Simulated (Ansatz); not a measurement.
Planning a GW calculation on HgC2S2N2 (C2/m).

The structure is monoclinic, space group C2/m (No. 12). The conventional cell has a = 10.878 Å, b = 4.042 Å, c = 6.435 Å, α = 90.00°, β = 95.28°, γ = 90.00°. Nearest to Hg lie 2 S at 2.43 Å. C has 1 N at 1.18 Å and 1 S at 1.66 Å nearest. S has 1 C at 1.66 Å and 1 Hg at 2.43 Å nearest. Nearest to N lie 1 C at 1.18 Å. Farther neighbours and most contacts between anions are not listed.

```xyz
7
Lattice="5.4390 -2.0210 0.0000 5.4390 2.0210 0.0000 -0.5922 0.0000 6.4077" Properties=species:S:1:pos:R:3 pbc="T T T"
Hg    0.0000    0.0000    0.0000
C     2.7629    0.0000    1.4311
C     7.5229    0.0000    4.9766
S     1.2430    0.0000    2.0888
S     9.0429    0.0000    4.3189
N     3.8601    0.0000    1.0055
N     6.4257    0.0000    5.4022
```

Geometry: measured cell, ions relaxed with PBE. The runs that relaxed it are not among those shown. Spin-orbit coupling is left out unless a run names it.

Runs so far (Ansatz 0.2.0, start PBE, PAW set soft_1 files, 4×4×2 mesh). Times are wall times on 1 × NVIDIA H100 80GB HBM3 (shared by 6 runs) with 2 threads of AMD EPYC 7R13 (Zen 3), shared host, good to a factor of about two.

| bands summed | cutoff (eV) | gap on the mesh (eV) | time |
| --- | --- | --- | --- |
| 138 | 50 | 3.939 | 9 s |
| 344 | 100 | 3.996 | 24 s |
| 612 | 150 | 4.016 | 40 s |
| 1068 | 220 | 4.030 | 2.5 min |

Question: What should the next rung give, with 1687 bands and screening to 300 eV, and where is the limit?

The error falls about as one over the bands when the cutoff rises with them. A line through the two highest rungs given predicts 4.037 eV; the run gave 4.043 eV, a miss of 0.006 eV, so the law fails here: the steps don't follow it yet. The two highest rungs put the limit near 4.065 eV, the pair below near 4.049 eV; neither can be trusted until a further rung is run.

Gaps are over the mesh's points; an edge off the mesh would be missed. Limits: not at the basis limit; d shell near the gap, gap tends to lie low; no spin-orbit coupling; coarse k mesh.

[Paths, hosts, dates, memory and timing lines, banners, echoed tables and standing remarks are left out of the program output.]

[Logs are printed without paths, hosts, clocks, repeated set-up lines and the standing remarks that a program may print on its own settings, such as how far it seeks lower states.]

[Runs of the session that timed out or met a known fault of the program may be left out.]

[Cells called generated may have been cut or substituted from an entry of the Crystallography Open Database or the Materials Project.]

[Hosts, paths, dates, database ids (printed as entryN), source tags and the programs' standing remarks are cut or masked in the printed files.]
